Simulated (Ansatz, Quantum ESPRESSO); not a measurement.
# Screening and band shifts of 1T-IrSTe, 1 layer, part 6 of 6

Aim: how 1T-IrSTe, 1 layer screens a field along its normal, and what the field does to its bands.

Quantum ESPRESSO 7.5; plane-wave DFT, PBE, GBRV ultrasoft pseudopotentials; geometry and cross-check by Ansatz 0.2.0 with PAW datasets.

So far. Step 14 (Valence density): The density integrates to 27.000 electrons, as the 27 of the input ask. Step 19 (Cross-check with Ansatz: field 0.1 V/Å): At 0.1 V/Å Ansatz's dipole is -0.0156 e Å against -0.0148 from pw.x.

## 22. SCF with pw.x, with conv_thr = 1e-06

How much does a setting matter? One run is repeated with a change.

Level of this step: plane-wave DFT, PBE, GBRV ultrasoft pseudopotentials (Quantum ESPRESSO 7.5).

Input file f1.w0.in:

```
&control
  prefix = 'f1.w0'
  outdir = './out'
  pseudo_dir = './pseudo'
  calculation = 'scf'
  tprnfor = .true.
  tefield = .true.
  dipfield = .true.
/
&system
  ibrav = 0
  nat = 3
  ntyp = 3
  ecutwfc = 40
  ecutrho = 200
  occupations = 'smearing'
  smearing = 'fd'
  degauss = 0.004
  edir = 3
  emaxpos = 0.97
  eopreg = 0.04
  eamp = 0.00194469
/
&electrons
  conv_thr = 1e-06
  mixing_beta = 0.4
  electron_maxstep = 120
  mixing_mode = 'plain'
/
ATOMIC_SPECIES
  Te  127.6000  te_pbe_v1.uspp.F.UPF
  Ir  192.2170  ir_pbe_v1.2.uspp.F.UPF
  S   32.0600  s_pbe_v1.4.uspp.F.UPF
CELL_PARAMETERS angstrom
  3.58149410994492 0.00000000000000 -0.00000000000000
  -1.79074705497246 3.10166488271664 0.00000000000000
  -0.00000000000000 0.00000000000000 19.78160864870000
ATOMIC_POSITIONS crystal
  Te  0.666666666667 0.333333333333 0.425509723334
  Ir  0.000000000000 0.000000000000 0.517032945982
  S   0.333333333333 0.666666666667 0.572474588283
K_POINTS automatic
  12 12 1 0 0 0
```

The run is started by

```console
$ OMP_NUM_THREADS=1 mpirun -n 4 pw.x -nk 4 -in f1.w0.in > f1.w0.out
```

Output:

```text
[banner, memory and clock lines left out]
Program PWSCF v.7.5 starts
[citation notice left out]

[...]
bravais-lattice index     =            0
     lattice parameter (alat)  =       6.7680  a.u.
     unit-cell volume          =    1482.9186 (a.u.)^3
     number of atoms/cell      =            3
     number of atomic types    =            3
     number of electrons       =        27.00
     number of Kohn-Sham states=           18
     kinetic-energy cutoff     =      40.0000  Ry
     charge density cutoff     =     200.0000  Ry
     scf convergence threshold =      1.0E-06
     mixing beta               =       0.4000
     number of iterations used =            8  plain     mixing
     Exchange-correlation=  SLA  PW   PBX  PBC
                           (   1   4   3   4   0   0   0)

[...]
PseudoPot. # 1 for Te read from file:
     ./pseudo/te_pbe_v1.uspp.F.UPF
     Pseudo is Ultrasoft + core correction, Zval =  6.0
     Generated by new atomic code, or converted to UPF format
     Using radial grid of  891 points,  5 beta functions with:
                l(1) =   0
                l(2) =   0
                l(3) =   1
                l(4) =   1
                l(5) =   2
     Q(r) pseudized with  6 coefficients,  rinner =    1.800   1.800   1.800
                                                       1.800   1.800

     PseudoPot. # 2 for Ir read from file:
     ./pseudo/ir_pbe_v1.2.uspp.F.UPF
     Pseudo is Ultrasoft + core correction, Zval = 15.0
     Generated by new atomic code, or converted to UPF format
     Using radial grid of  983 points,  7 beta functions with:
                l(1) =   0
                l(2) =   0
                l(3) =   1
                l(4) =   1
                l(5) =   1
                l(6) =   2
                l(7) =   2
     Q(r) pseudized with  8 coefficients,  rinner =    1.400   1.400   1.400
                                                       1.400   1.400

     PseudoPot. # 3 for S  read from file:
     ./pseudo/s_pbe_v1.4.uspp.F.UPF
     Pseudo is Ultrasoft + core correction, Zval =  6.0
     Generated by new atomic code, or converted to UPF format
     Using radial grid of  907 points,  6 beta functions with:
                l(1) =   0
                l(2) =   0
                l(3) =   1
                l(4) =   1
                l(5) =   2
                l(6) =   2
     Q(r) pseudized with  8 coefficients,  rinner =    1.300   1.300   1.300
                                                       1.300   1.300

     atomic species   valence    mass     pseudopotential
     Te                6.00   127.60000     Te( 1.00)
     Ir               15.00   192.21700     Ir( 1.00)
     S                 6.00    32.06000     S ( 1.00)

     No symmetry found

[...]
number of k points=    74  Fermi-Dirac smearing, width (Ry)=  0.0040
[...]
Dense  grid:    70921 G-vectors     FFT dimensions: (  32,  32, 180)

     Smooth grid:    50737 G-vectors     FFT dimensions: (  27,  27, 160)

     Initial potential from superposition of free atoms

     starting charge      26.4997, renormalised to      27.0000

     negative rho (up, down):  3.697E-01 0.000E+00

     Adding external electric field

     Computed dipole along edir(3) :
        Dipole                0.1521 Ry au,          0.3866 Debye
        Dipole field          0.0013 Ry au,

        E field amplitude [Ha a.u.]:  1.9447E-03
        Potential amp.        0.0471 Ry
        Total length         35.8865 bohr

     Starting wfcs are   20 randomized atomic wfcs

     per-process dynamical memory:    84.0 Mb

     Self-consistent Calculation

     iteration #  1     ecut=    40.00 Ry     beta= 0.40
     Davidson diagonalization with overlap
     ethr =  1.00E-02,  avg # of iterations =  5.0

     negative rho (up, down):  3.265E-01 0.000E+00

     Adding external electric field

     Computed dipole along edir(3) :
        Dipole                0.0990 Ry au,          0.2517 Debye
        Dipole field          0.0008 Ry au,

        E field amplitude [Ha a.u.]:  1.9447E-03
        Potential amp.        0.0793 Ry
        Total length         35.8865 bohr

     total energy              =    -231.82279695 Ry
     estimated scf accuracy    <       1.56789764 Ry

     iteration #  2     ecut=    40.00 Ry     beta= 0.40
[...]
negative rho (up, down):  3.329E-01 0.000E+00

[...]
Dipole               -0.5921 Ry au,         -1.5051 Debye
[...]
E field amplitude [Ha a.u.]:  1.9447E-03
[...]
total energy              =    -232.03450790 Ry
     estimated scf accuracy    <       2.39835440 Ry

     iteration #  3     ecut=    40.00 Ry     beta= 0.40
[...]
negative rho (up, down):  3.317E-01 0.000E+00

[...]
Dipole                0.0295 Ry au,          0.0750 Debye
[...]
E field amplitude [Ha a.u.]:  1.9447E-03
[...]
total energy              =    -232.21896076 Ry
     estimated scf accuracy    <       2.15342964 Ry

     iteration #  4     ecut=    40.00 Ry     beta= 0.40
[...]
negative rho (up, down):  3.254E-01 0.000E+00

[...]
Dipole               -0.0155 Ry au,         -0.0393 Debye
[...]
E field amplitude [Ha a.u.]:  1.9447E-03
[...]
total energy              =    -232.40122241 Ry
     estimated scf accuracy    <       0.04516932 Ry

     iteration #  5     ecut=    40.00 Ry     beta= 0.40
[...]
negative rho (up, down):  3.186E-01 0.000E+00

[...]
Dipole               -0.0376 Ry au,         -0.0957 Debye
[...]
E field amplitude [Ha a.u.]:  1.9447E-03
[...]
total energy              =    -232.40414120 Ry
     estimated scf accuracy    <       0.00608858 Ry

     iteration #  6     ecut=    40.00 Ry     beta= 0.40
[...]
negative rho (up, down):  3.188E-01 0.000E+00

[...]
Dipole               -0.0240 Ry au,         -0.0611 Debye
[...]
E field amplitude [Ha a.u.]:  1.9447E-03
[...]
total energy              =    -232.40498252 Ry
     estimated scf accuracy    <       0.00101401 Ry

     iteration #  7     ecut=    40.00 Ry     beta= 0.40
[...]
negative rho (up, down):  3.186E-01 0.000E+00

[...]
Dipole               -0.0279 Ry au,         -0.0708 Debye
[...]
E field amplitude [Ha a.u.]:  1.9447E-03
[...]
total energy              =    -232.40516174 Ry
     estimated scf accuracy    <       0.00030012 Ry

     iteration #  8     ecut=    40.00 Ry     beta= 0.40
[...]
negative rho (up, down):  3.186E-01 0.000E+00

[...]
Dipole               -0.0280 Ry au,         -0.0713 Debye
[...]
E field amplitude [Ha a.u.]:  1.9447E-03
[...]
total energy              =    -232.40519107 Ry
     estimated scf accuracy    <       0.00000726 Ry

     iteration #  9     ecut=    40.00 Ry     beta= 0.40
[...]
negative rho (up, down):  3.186E-01 0.000E+00

[...]
Dipole               -0.0281 Ry au,         -0.0714 Debye
[...]
E field amplitude [Ha a.u.]:  1.9447E-03
[...]
total energy              =    -232.40519689 Ry
     estimated scf accuracy    <       0.00000119 Ry

     iteration # 10     ecut=    40.00 Ry     beta= 0.40
[...]
negative rho (up, down):  3.188E-01 0.000E+00

[...]
Dipole               -0.0257 Ry au,         -0.0654 Debye
[...]
E field amplitude [Ha a.u.]:  1.9447E-03
[...]
End of self-consistent calculation

          k = 0.0000 0.0000 0.0000 (  6291 PWs)   bands (ev):

   -49.3502 -49.3502 -49.3335 -14.7764 -12.6449  -6.1087  -5.7169  -5.7169
    -3.1000  -2.7931  -2.7931  -0.5393   0.0799   0.0799   2.8748   2.8748
     3.0788   3.9883

          k = 0.0000 0.0962 0.0000 (  6301 PWs)   bands (ev):

   -49.3523 -49.3507 -49.3332 -14.7028 -12.6013  -6.0864  -5.7404  -5.6702
    -3.0214  -2.8840  -2.8558  -0.9404   0.0956   0.1849   2.2787   2.7115
     3.2416   4.1925

[...]
the Fermi energy is    -0.2818 ev

!    total energy              =    -232.40519677 Ry
     estimated scf accuracy    <       0.00000047 Ry
     smearing contrib. (-TS)   =      -0.00106944 Ry
     internal energy E=F+TS    =    -232.40412733 Ry

     The total energy is F=E-TS. E is the sum of the following terms:
     one-electron contribution =    -979.86961621 Ry
     hartree contribution      =     493.37037778 Ry
     xc contribution           =     -73.27621047 Ry
     ewald contribution        =     327.37121593 Ry
     electric field correction =       0.00010563 Ry

     convergence has been achieved in  10 iterations

     negative rho (up, down):  3.188E-01 0.000E+00

     Forces acting on atoms (cartesian axes, Ry/au):

     atom    1 type  1   force =     0.00000197    0.00000019   -0.00798256
     atom    2 type  2   force =    -0.00000484   -0.00000263    0.00793180
     atom    3 type  3   force =     0.00000287    0.00000244    0.00005076

     Total force =     0.011253     Total SCF correction =     0.004851
     SCF correction compared to forces is large: reduce conv_thr to get better values

[...]
```

It took 30 s on 4 MPI ranks of AMD EPYC 9R14 (Zen 4), shared host; peak memory 0.6 GiB.

Beside the run it was changed from:

| quantity | this run | unchanged run | difference |
| --- | --- | --- | --- |
| dipole along the normal (e·Å) | -0.01362 | -0.01478 | 0.0012 |
| free energy (eV) | -3162.034 | -3162.034 | 4.4e-6 |
| wall time (s) | 30 | 30 |  |
| SCF iterations | 10 | 8 |  |

The free energy moves by +0.0015 meV an atom.

This run starts from superposed atoms, the unchanged one from a saved density, so their iteration counts don't compare.

The physical values in this table move by up to 7.9 %.

## 23. By hand

α = Δp/E = (-0.01478 − (-0.04716)) e Å / 0.1 V/Å = 0.3237 e Å²/V; times e/(4πε₀) = 14.40 V Å this is 4.662 Å³. With A = 11.109 Å², 4πα/A = 5.274 Å.

## 24. Outcome

| Property | Result |
| --- | --- |
| polarisability along the normal, a cell | 4.66 Å³ |
| sheet polarisability 4πα/A | 5.27 Å |
| dipole without a field | -0.0472 e·Å |

The sheet answers a field with a polarisability of 4.66 Å³ a cell, or 4πα/A = 5.27 Å (PBE, GBRV ultrasoft). In pw.x the dipole follows the field linearly over the range tried. A perfect conductor 5.27 Å thick would screen alike; the outer atoms lie 2.91 Å apart. At 0.1 V/Å the sheet takes 0.527 eV off the potential drop. Quantum ESPRESSO and Ansatz give 4.662 and 4.649 Å³ for the polarisability (pw.x from 0 and 0.1 V/Å, Ansatz from ±0.1 V/Å), which agree. The ions stay at their zero-field places, so this is the electrons' response alone. Without a field the sheet has no gap. Spin-orbit coupling is left out; depending on the atoms that carry the levels of interest, it can split and shift them by tenths of an eV to an eV or more. The runs have no spin polarisation although the electron count is odd.

[Logs are printed without paths, hosts, clocks, repeated set-up lines and the standing remarks that a program may print on its own settings, such as how far it seeks lower states.]

[Hosts, paths, dates, database ids (printed as entryN), source tags and the programs' standing remarks are cut or masked in the printed files.]

[Maps of the electrostatic potential energy from Ansatz leave out the sawtooth potential of an applied field or a dipole correction, so their vacuum need not be flat; planar profiles and work functions include it.]
